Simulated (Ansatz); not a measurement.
# BiB (model cell, started as CsCl type): a soft mode frozen in

Aim: this structure of BiB (model cell, started as CsCl type) is to be tested for unstable modes, and one is followed downhill.

Program: Ansatz 0.2.0. Level of theory: DFT r2SCAN, scalar-relativistic, plane waves, PAW. Results are calculated unless marked as measured.

The structure was built from a prototype and need not be the compound's stable phase.

### Step 1. Set-up

It takes space group Pm-3m (No. 221, cubic). Conventional cell: a = 3.349 Å, b = 3.349 Å, c = 3.349 Å, α = 90.00°, β = 90.00°, γ = 90.00°. Nearest to B lie 8 Bi at 2.90 Å. Nearest to Bi lie 8 B at 2.90 Å. Farther neighbours are not listed.

### Step 2. Response at finite wavevector

The cell comes from relaxations at this level that are not shown. Stability and thermal properties need the whole zone. Linear response on a 4×4×4 q mesh gives force constants as far as a supercell of that size would.

File input.yaml:

```yaml
crystal:
  lattice:
    - [3.3489211864, 0.0, 0.0]
    - [0.0, 3.3489211864, 0.0]
    - [0.0, 0.0, 3.3489211864]
  atoms:
    - { symbol: B, position: [0.0, 0.0, 0.0] }
    - { symbol: Bi, position: [0.5, 0.5, 0.5] }
kpoints:
  mp_grid: { grid: [12, 12, 12] }
hamiltonian:
  xc: r2scan
scf:
  occupations: { method: methfessel_paxton, width: 0.2 }
output:
  eigenvalues: true
phonons:
  method: dfpt
  qmesh: [4, 4, 4]
  temperatures: { t_max: 1000, t_step: 50 }
  qpath:
    path:
      - [[0.0, 0.0, 0.0], [0.0, 0.5, 0.0], [0.5, 0.5, 0.0], [0.0, 0.0, 0.0], [0.5, 0.5, 0.5], [0.0, 0.5, 0.0]]
      - [[0.5, 0.5, 0.5], [0.5, 0.5, 0.0]]
    npoints: 10
```

On the command line:

```bash
$ ansatz run input.yaml --threads 4 --pin off --max-ram 7168MiB --backend cpu --events-out ev --progress --plain --runs-dir out
```

Numbers of over 12 decimals in the logs are rounded to 6 here.

What it wrote:

```text
Engine: ansatz 0.2.0, aarch64-unknown-linux-gnu
Pseudopotentials: kind: paw
Pseudopotential: B, paw, valence charge 3, recommended cutoff 500 eV (meta_gga), B.paw.azcp
Pseudopotential: Bi, paw, valence charge 15, recommended cutoff 500 eV (meta_gga), Bi.paw.azcp
Functional definition: r2SCAN
  parameter k0 = 0.174
  parameter k1 = 0.065
  parameter a1 = 4.9479
  exchange = r2scan_x(k0 = k0, k1 = k1, a1 = a1)
  correlation = r2scan_c
Crystal: 2 atoms, lattice volume = 37.559 Å³
Basis set: ecut = 500 eV, 949 PW (Γ), exchange–correlation on 125×125×125 points (125 copies of the dense FFT grid, shifted against one another)
Bands: 13, of which v1, the nominal top of the filled ones, is band 9 counted from 1 (8 counted from 0)
Symmetry: 48 space group operations
k-points: 196 of 1728 (irreducible under 8 space group operations, time reversal used)
Non-local potential: B, projectors of the file, l = 0: 2, l = 1: 2, l = 2: 1
Non-local potential: Bi, projectors of the file, l = 0: 2, l = 1: 2, l = 2: 2, l = 3: 2
PAW form: soft (Blöchl's): semilocal exchange-correlation on the pseudo side does not see the compensation charge
PAW frozen core: B, regenerated for the run's functional (the file was generated under x = pbe(κ = 0.804, μ = 0.219515), c = pbe(β = 0.066725))
PAW frozen core: Bi, regenerated for the run's functional (the file was generated under x = pbe(κ = 0.804, μ = 0.219515), c = pbe(β = 0.066725))
PAW one-centre angular grid: B, 302 points (default); XC on 160 Gauss nodes
PAW one-centre angular grid: Bi, 590 points (default); XC on 160 Gauss nodes
Initial density: superposition of atomic densities (neutral atoms: chi_scale 0, normalization atom), corrected by the library's trained network
Initial wavefunctions: pseudopotential atomic-orbital guess
Functional: x = r2scan, c = r2scan; τ floored in thin density (d = 2e-4 eV/Å³)
SCF iter   1: F=—  HF=-12564.174462 eV  |F-HF|=—  |Δ(HF+E_count)|=         —  Δρ=4.57e-3  dr2=1.08e-2  dr2_τ=8.09e-3  ethr=1.77e-3  ⟨swp⟩=4.9  Hψ=29674  notcnv=0  defer=8
automatic band count: the SCF goes on with 17 bands, as 13 were too few: the levels above may hold too much charge
preconditioner: auto → none  [metal: Δε(μ)=0.018 eV  Ē_g=24.255 eV  σ=0.200 eV  W_gap=0.08  n_scr=6 (ndim 8)  ℏωp=25.7 eV  f_vac=0.000  D(μ)=0.87/eV (n_scr^D=6)  sad-step TF]
SCF iter   2: F=—  HF=-12564.195208 eV  |F-HF|=—  |Δ(HF+E_count)|=   2.07e-2  S|Δr|=    0.00e0  Δρ=2.17e-3  dr2=2.00e-3  dr2_τ=6.51e-5  ethr=6.00e-5  ⟨swp⟩=2.1  Hψ=5986  notcnv=0  defer=36
SCF iter   3: F=—  HF=-12564.196113 eV  |F-HF|=—  |Δ(HF+E_count)|=   9.05e-4  S|Δr|=    0.00e0  Δρ=4.20e-4  dr2=3.70e-5  dr2_τ=2.42e-6  ethr=1.11e-5  ⟨swp⟩=2.7  Hψ=4375  notcnv=0  defer=36
SCF iter   4: F=—  HF=-12564.196177 eV  |F-HF|=—  |Δ(HF+E_count)|=   6.44e-5  S|Δr|=    0.00e0  Δρ=8.84e-5  dr2=2.35e-6  dr2_τ=9.93e-8  ethr=2.06e-7  ⟨swp⟩=2.9  Hψ=4644  notcnv=0  defer=36
SCF iter   5: F=—  HF=-12564.196190 eV  |F-HF|=—  |Δ(HF+E_count)|=   1.29e-5  S|Δr|=    0.00e0  Δρ=3.17e-5  dr2=2.59e-7  dr2_τ=1.07e-8  ethr=1.31e-8  ⟨swp⟩=2.0  Hψ=3651  notcnv=0  defer=36
SCF iter   6: F=—  HF=-12564.196183 eV  |F-HF|=—  |Δ(HF+E_count)|=   7.37e-6  S|Δr|=    0.00e0  Δρ=1.12e-5  dr2=4.34e-8  dr2_τ=6.12e-10  ethr=1.44e-9  ⟨swp⟩=2.0  Hψ=3650  notcnv=0  defer=36
SCF iter   7: F=—  HF=-12564.196183 eV  |F-HF|=—  |Δ(HF+E_count)|=   1.08e-7  S|Δr|=    0.00e0  Δρ=9.15e-7  dr2=2.39e-10  dr2_τ=1.16e-11  ethr=2.41e-10  ⟨swp⟩=2.3  Hψ=4001  notcnv=0  defer=36
SCF iter   8: F=-12564.196183 eV  HF=-12564.196183 eV  |F-HF|=3.64e-12  |Δ(HF+E_count)|=  1.09e-10  S|Δr|=    0.00e0  Δρ=1.28e-7  dr2=4.84e-12  dr2_τ=1.32e-13  ethr=1.00e-12  ⟨swp⟩=10.1  Hψ=21116  notcnv=0
SCF 1 converged in 8 iterations: F = -12564.196183 eV  dr2 = 4.84e-12
  greatest PAW one-centre occupation: 0.987 electrons in one spin orbital (limit 2), on the Bi atom at site 1 (counted from 0), in its partial waves of l = 2
Basis set: ecut = 500 eV, 949 PW (Γ), exchange–correlation on 100×100×100 points (64 copies of the dense FFT grid, shifted against one another)
k-points: 84 of 1728
Initial density: read from a saved state, or passed on in memory by an earlier SCF of this step, an earlier step, the calling program or the single point that the run made first
iter 1 solved again at ethr=5.47e-8 eV; its pass at ethr=3.10e-3 eV (dr2=9.84e-6 eV) is discarded
SCF iter   1: F=—  HF=-12564.196187 eV  |F-HF|=—  |Δ(HF+E_count)|=         —  Δρ=3.12e-7  dr2=3.95e-11  dr2_τ=1.84e-12  ethr=5.47e-8  ⟨swp⟩=3.9  Hψ=9293  notcnv=0
eigensolver tolerance schedule: the retry pair's looser diagonalisation over-reported the residual by 249363.38 of it (diagonalisation noise at an unbounded share of the residual, at the tolerance the schedule requests for it); recorded, not acted on — ethr = c·dr2/N_el stays at c = 1.0e-1
preconditioner: auto → none  [metal: Δε(μ)=0.014 eV  Ē_g=19.508 eV  σ=0.200 eV  W_gap=0.06  n_scr=6 (ndim 8)  ℏωp=25.7 eV  f_vac=0.000  D(μ)=0.95/eV (n_scr^D=6)]
SCF iter   2: F=—  HF=-12564.196181 eV  |F-HF|=—  |Δ(HF+E_count)|=   6.19e-6  S|Δr|=    0.00e0  Δρ=3.05e-7  dr2=4.32e-11  dr2_τ=3.33e-12  ethr=1.00e-12  ⟨swp⟩=3.9  Hψ=2865  notcnv=0
SCF iter   3: F=-12564.196181 eV  HF=-12564.196181 eV  |F-HF|=5.46e-12  |Δ(HF+E_count)|=  1.46e-11  S|Δr|=    0.00e0  Δρ=1.83e-7  dr2=9.59e-12  dr2_τ=4.52e-13  ethr=1.00e-12  ⟨swp⟩=3.1  Hψ=3725  notcnv=0
SCF 2 converged in 3 iterations: F = -12564.196181 eV  dr2 = 9.59e-12
phonons: the bands overlap, so this run is a metal and interpolates without the dipole-dipole term. If the crystal is really an insulator or semiconductor, its LO-TO splitting is missing
DFPT response loops at Γ: preconditioner auto → Kerker (q_TF=auto, 2.414 Å⁻¹) (partly filled bands, converged f_vac=0.000); β = 1.00, the filter's whole step (`scf.mixing.beta` (0.50) is not read by the response loops under this deck's `scf.mixing.preconditioner`; to damp them name `kerker` or `kerker_dos`, under which they read `scf.mixing.beta`, and type it under 1.00, their step now; both keys bind the ground state too); Broyden in place of MSR1
NSCF: frozen V_eff on 84 k-points
WARN: eigensolver did not converge in 7 slots of this pass, the one above among them; of largest residual over every band (k=22): 1 band(s) unlocked (lowest unlocked band 16, counted from 0; max residual 3.85e-4 eV among the unlocked bands, 3.85e-4 eV over every band); of lowest unlocked band (k=6): band 16
NSCF: frozen V_eff on 1176 k-points
DFPT response loops at q = (0, 0, 0.25) (fractional): mixed as the last ones told, above
NSCF: frozen V_eff on 686 k-points
DFPT response loops at q = (0, 0, -0.5) (fractional): mixed as the last ones told, above
NSCF: frozen V_eff on 2016 k-points
DFPT response loops at q = (0, 0.25, 0.25) (fractional): mixed as the last ones told, above
NSCF: frozen V_eff on 1176 k-points
DFPT response loops at q = (0, 0.25, -0.5) (fractional): mixed as the last ones told, above
NSCF: frozen V_eff on 686 k-points
DFPT response loops at q = (0, -0.5, -0.5) (fractional): mixed as the last ones told, above
NSCF: frozen V_eff on 1872 k-points
DFPT response loops at q = (0.25, 0.25, 0.25) (fractional): mixed as the last ones told, above
NSCF: frozen V_eff on 2016 k-points
DFPT response loops at q = (0.25, 0.25, -0.5) (fractional): mixed as the last ones told, above
NSCF: frozen V_eff on 1176 k-points
DFPT response loops at q = (0.25, -0.5, -0.5) (fractional): mixed as the last ones told, above
NSCF: frozen V_eff on 392 k-points
DFPT response loops at q = (-0.5, -0.5, -0.5) (fractional): mixed as the last ones told, above
SCF converged after 8 iterations
Stability not checked: this state was not tested for a lower state beside it, because cold or Methfessel-Paxton smearing, or corrected tetrahedra, fill the levels in a way that the test cannot read (fill_not_monotonic; see scf.lower_state_search)
Free energy (F): -12564.196183 eV
Harris-Foulkes:  -12564.196183 eV  (|F-HF|=3.64e-12)
Internal energy: -12564.197707 eV  (E = F + TS)
E sigma→0 (E₀):  -12564.196564 eV
Entropy (-TS):   0.001524 eV (0.762 meV/atom)
Fermi energy:    11.852442 eV
--- Per-component energies (eV) ---
  E_band       = -72.421354
  E_kinetic    = 338.785812
  E_local      = -1412.092964  (includes V_loc(G=0)·N_el)
  E_nonlocal   = 577.047856
  E_hartree    = 451.742022
  E_xc         = -169.254621
  E_vxc        = -193.423854  (∫ρ·V_xc dr)
  E_paw        = -10768.742338  (= ΣΔE_a)
  E_vpaw       = -298.731821  (= ΣTr[D̂ρ^β])
  E_aug_tail   = -0.000255  (compensation charges beyond the density's cutoff)
  E_vtau       = 12.509766  (kinetic-family band-sum trace: ∫τ·v_τ [+ j·A + Jᵃ·Aᵃ] dr)
  E_ewald      = -1582.540324
  E_core_change = 0.857105  (= ΣΔE_core)
  E_smearing   = 0.001524  (= −TS)
  E_closure    = 0.000000  (closes the sum)
  Σ components = -12564.196183   (vs F -12564.196183, Δ=0.00e0)
--- Band table (eV; the first three rows and the last of 196) ---
  k-point 0: bands = [... 5 lower, -2.9649, 9.1688, 11.0423, 11.0423, 11.0423, 18.0367, 18.0367, 20.1503, ... 4 higher]
  k-point 1: bands = [... 5 lower, -2.8714, 8.5398, 11.1481, 11.1481, 11.2949, 18.1070, 18.3558, 19.9140, ... 4 higher]
  k-point 2: bands = [... 5 lower, -2.5936, 7.2334, 11.4618, 11.4618, 11.7063, 18.2289, 18.3180, 19.2399, ... 4 higher]
  k-point 195: bands = [... 5 lower, 3.2675, 7.3300, 9.4988, 9.4988, 9.4988, 10.6263, 10.6263, 10.6263, ... 4 higher]
--- Phonons (Γ-DFPT): 2 representative perturbations + reference, on 196 of 1728 k-points (Σ response iterations 15) ---
  k mesh reduced under 8 symmetry operations, with k and −k counted as one. Each operation leaves every solved perturbation unchanged. A smaller set is not considered because the functional reads the kinetic-energy density
  ASR residual: 2.251e-4 → 0.000e0 eV/Å²; symmetrization residual: 1.545e-6 eV/Å²
  ASR residual per site (eV/Å²): 2.25e-4 1.82e-4
  Γ frequencies (cm⁻¹): -129.01 -129.01 -129.01 0.00 0.00 0.00
--- Phonons (arbitrary-q DFPT): 10 irreducible q on the 4×4×4 mesh ---
  q = [0.0000, 0.0000, 0.0000] (star 1, of the zone-centre solve; hermiticity 4.91e-6, symmetrization 5.97e-13): -129.01 -129.01 -129.01 0.00 0.00 0.00
  q = [0.0000, 0.0000, 0.2500] (star 6, 4 solved perturbations in 1848 linear systems a pass and spin channel, the states on 588 of 1728 k-point pairs; hermiticity 1.62e-6, symmetrization 9.05e-13): -142.60 -142.60 -64.97 -24.32 -24.32 92.17
  q = [0.0000, 0.0000, -0.5000] (star 3, 4 solved perturbations in 1078 linear systems a pass and spin channel, the states on 343 of 1728 k-point pairs; hermiticity 1.09e-12, symmetrization 5.40e-13): -35.49 -35.49 74.90 74.90 85.48 113.96
  q = [0.0000, 0.2500, 0.2500] (star 12, 4 solved perturbations in 3108 linear systems a pass and spin channel, the states on 1008 of 1728 k-point pairs; hermiticity 2.82e-6, symmetrization 3.20e-13): -151.64 -147.03 -43.43 -42.08 62.34 105.15
  q = [0.0000, 0.2500, -0.5000] (star 12, 6 solved perturbations on 588 of 1728 k-point pairs; hermiticity 5.84e-7, symmetrization 3.86e-14): -154.97 -107.99 -54.23 15.34 56.78 83.78
  q = [0.0000, -0.5000, -0.5000] (star 3, 4 solved perturbations in 1078 linear systems a pass and spin channel, the states on 343 of 1728 k-point pairs; hermiticity 1.46e-6, symmetrization 6.88e-13): -265.97 -206.03 -206.03 -73.99 86.95 86.95
  q = [0.2500, 0.2500, 0.2500] (star 8, 2 solved perturbations on 936 of 1728 k-point pairs; hermiticity 1.43e-6, symmetrization 2.39e-13): -120.75 -97.34 -97.34 61.79 61.79 79.76
  q = [0.2500, 0.2500, -0.5000] (star 12, 4 solved perturbations in 3108 linear systems a pass and spin channel, the states on 1008 of 1728 k-point pairs; hermiticity 8.07e-7, symmetrization 2.17e-12): -241.83 -92.35 49.51 55.99 87.16 120.43
  q = [0.2500, -0.5000, -0.5000] (star 6, 4 solved perturbations in 1848 linear systems a pass and spin channel, the states on 588 of 1728 k-point pairs; hermiticity 1.43e-6, symmetrization 7.18e-14): -162.59 -15.46 49.83 49.83 87.45 87.45
  q = [-0.5000, -0.5000, -0.5000] (star 1, 2 solved perturbations on 196 of 1728 k-point pairs; hermiticity 1.25e-12, symmetrization 5.45e-12): 97.27 97.27 97.27 244.36 244.36 244.36
  sum rule: each row above includes the acoustic sum rule's correction from the zone centre's row sums; it moved no ω² by more than (2.38 cm⁻¹)²
  mesh force constants: q→R imaginary residual 2.60e-18; ASR residual 2.251e-4 → 0.000e0 eV/Å²; symmetrization residual 2.220e-15 eV/Å²
  interpolated dispersion: 62 rows × 6 modes
  density of states and harmonic sums: on the 20×20×20 q-mesh, interpolated from the force constants of a 4×4×4 supercell (no non-analytic term)
  largest difference from the sums on the solved wave vectors: F 3.10e-2 eV, S 4.04e-5 and C_V 9.34e-6 eV/K
  zero-point energy: 0.014056 eV/cell   skipped modes (ω ≤ 0): 847, of them read as no rigid motion or as one in doubt: 844 (2.985e0 modes/cell left out, lowest -265.97 cm⁻¹)   left out of the sums: 4.98e-1 of the cell's modes: C_V's classical limit lies that fraction below 3 k_B per atom; for a crystal, a wire or a layer, F and S can be off by more, and a phonons.interpolated_qmesh denser along its periods is the remedy for the sampling
```

It took 22 min on 4 threads of Arm Neoverse V1, shared host; peak memory 2.1 GiB; 87 min of CPU time.

Reading the cycles: dr2 is the Hartree energy of the density residual (eV), the measure of convergence; HF is the Harris–Foulkes estimate of the energy, which meets the free energy F at convergence.

This step gave:

| Property | Result |
| --- | --- |
| volume per atom | 18.78 Å³ |
| gap on the k-mesh | 0 eV |
| sum-rule residual before enforcement | 2.25e-4 eV/Å² |
| lowest frequency on the path | -266.0 cm⁻¹ |
| point group | m-3m |
| highest frequency on the path or at a solved wavevector | 244.4 cm⁻¹ |
| highest optical mode at the zone centre (no LO-TO term) | -129.0 cm⁻¹ |
| lowest optical zone-centre mode | -129.0 cm⁻¹ |
| lowest mode on the q mesh (acoustic modes at Γ apart) | -266.0 cm⁻¹ |

Frequencies (cm⁻¹) solved at each irreducible wavevector; negative means imaginary. Frequencies by wavevector, by row:

```tsv
q in reciprocal lattice units	star	mode 1	mode 2	mode 3	mode 4	mode 5	mode 6
0 0 0	1	-129	-129	-129	0	0	0
0 0 0.25	6	-142.6	-142.6	-65	-24.3	-24.3	92.2
0 0 -0.5	3	-35.5	-35.5	74.9	74.9	85.5	114
0 0.25 0.25	12	-151.6	-147	-43.4	-42.1	62.3	105.2
0 0.25 -0.5	12	-155	-108	-54.2	15.3	56.8	83.8
0 -0.5 -0.5	3	-266	-206	-206	-74	87	87
0.25 0.25 0.25	8	-120.8	-97.3	-97.3	61.8	61.8	79.8
0.25 0.25 -0.5	12	-241.8	-92.3	49.5	56	87.2	120.4
0.25 -0.5 -0.5	6	-162.6	-15.5	49.8	49.8	87.5	87.5
-0.5 -0.5 -0.5	1	97.3	97.3	97.3	244.4	244.4	244.4
```

Interpolated from a 4×4×4 q mesh. The phonon branches at the labelled points (cm⁻¹):

```tsv
point	branch 1	branch 2	branch 3	branch 4	branch 5	branch 6
Γ	-129	-129	-129	0	0	0
halfway	-143	-143	-65	-24	-24	92
X	-36	-36	75	75	86	114
halfway	-155	-108	-54	15	57	84
M	-266	-206	-206	-74	87	87
halfway	-152	-147	-43	-42	62	105
Γ	-129	-129	-129	0	0	0
halfway	-121	-97	-97	62	62	80
R	97	97	97	244	244	244
halfway	-242	-92	50	56	87	120
X	-36	-36	75	75	86	114
jump to R	97	97	97	244	244	244
halfway	-163	-16	50	50	87	87
M	-266	-206	-206	-74	87	87
```

The phonon branches as a text plot (rows in cm⁻¹):

```
    234 |                                    ****         *
    212 |                                    *  **
    191 |                                   *    *         *
    170 |                                         *
    149 |                                                  **
    127 |                                        ******
    106 |    ******          **      ***   *  ***      ****
     85 |   *  **************  *        *** **  *****************
     64 |  *   * *  *     ****      *   *****     ***      *
     42 | *   *    *          ***      *            **      **
     21 |*        *        **   ** ****               * *
      0 |*    *                   **
    -21 | ****                 ***                    ***    *
    -43 |    * *****       ****                         **
    -64 |   *     *********   *          **        * *      * ***
    -85 |                 *    *                    *
   -106 |  *  *    **           *   *****
   -128 |**  *                   ***   **         *    *
   -149 | ***       **   * ******   ***                       *
   -170 |            **  ****            ***                 *
   -192 |           * * * *                           *        **
   -213 |            * *                           *
   -234 |                *                          **        *
   -255 |             ***                                      **
         Γ      X      M          Γ            R        X|R     M
```

Symmetry leaves 10 wavevectors to solve. The lowest mode among them, the acoustic zeros apart, lies at q = (0, -0.5, -0.5) and is imaginary, 266.0i cm⁻¹, so the energy falls along it.

### Step 3. The mode frozen in, largest atomic shift 0 Å

The mode followed lies at q = (0, -0.5, -0.5) with frequency 266.0i cm⁻¹, the softest among the wavevectors solved. At small amplitude the distorted cell has space group no. 129 by a symmetry search on the positions. The undistorted cell that holds it gives the zero of energy on the same k mesh.

System of this step: BiB (model cell, started as CsCl type). Symmetry: Pm-3m, No. 221, cubic system. The conventional cell has a = 3.349 Å, b = 3.349 Å, c = 3.349 Å, α = 90.00°, β = 90.00°, γ = 90.00°. Nearest to B lie 8 Bi at 2.90 Å. Nearest to Bi lie 8 B at 2.90 Å. Farther neighbours are not listed.

File input.yaml:

```yaml
crystal:
  lattice:
    - [-3.3489211864, 0.0, 0.0]
    - [0.0, -3.3489211864, -3.3489211864]
    - [0.0, -3.3489211864, 3.3489211864]
  atoms:
    - { symbol: B, position: [0.0, 0.0, 0.0] }
    - { symbol: B, position: [0.0, 0.5, 0.5] }
    - { symbol: Bi, position: [0.5, 0.0, 0.5] }
    - { symbol: Bi, position: [0.5, 0.5, 0.0] }
kpoints:
  mp_grid: { grid: [12, 10, 10] }
hamiltonian:
  xc: r2scan
scf:
  occupations: { method: methfessel_paxton, width: 0.2 }
output:
  forces: true
  stress: true
  eigenvalues: true
```

What it wrote:

```text
[...]
Crystal: 4 atoms, lattice volume = 75.118 Å³
Basis set: ecut = 500 eV, 1901 PW (Γ), exchange–correlation on 100×144×144 points (64 copies of the dense FFT grid, shifted against one another)
Bands: 22, of which v1, the nominal top of the filled ones, is band 18 counted from 1 (17 counted from 0)
Symmetry: 32 space group operations
[...]
k-points: 147 of 1200
[...]
k-point 0: bands = [... 14 lower, 6.2075, 9.1732, 11.0452, 11.0452, 11.0456, 14.4240, 17.5045, 17.6318, ... 4 higher]
  k-point 1: bands = [... 14 lower, 7.2437, 8.7463, 10.8241, 11.1218, 11.4894, 14.3952, 17.3615, 17.4373, ... 4 higher]
  k-point 2: bands = [... 14 lower, 7.9666, 8.6022, 10.2595, 11.3475, 12.3148, 14.2577, 16.9445, 17.1026, ... 4 higher]
  k-point 146: bands = [... 14 lower, 6.2056, 6.2056, 6.2081, 6.2081, 14.4228, 14.4228, 17.5055, 17.5055, ... 4 higher]
[key lines of the parts left out:]
SCF converged after 6 iterations
Free energy (F): -25128.385497 eV
Fermi energy:    11.807127 eV
P = ⅓ Tr σ = 0.1649 GPa (1.649 kbar)
```

Elapsed: 10 s, on 4 threads; peak memory 0.68 GiB; 40 s of CPU time.

Numbers from this step:

```
pressure                         : 0.1649 GPa
energy from the undistorted cell : 0 meV/atom
```

The run ends at a pressure of 0.16 GPa.

(Part 1 of 2 ends here.)

[Logs are printed without paths, hosts, clocks, repeated set-up lines and the standing remarks that a program may print on its own settings, such as how far it seeks lower states.]

[Hosts, paths, dates, database ids (printed as entryN), source tags and the programs' standing remarks are cut or masked in the printed files.]
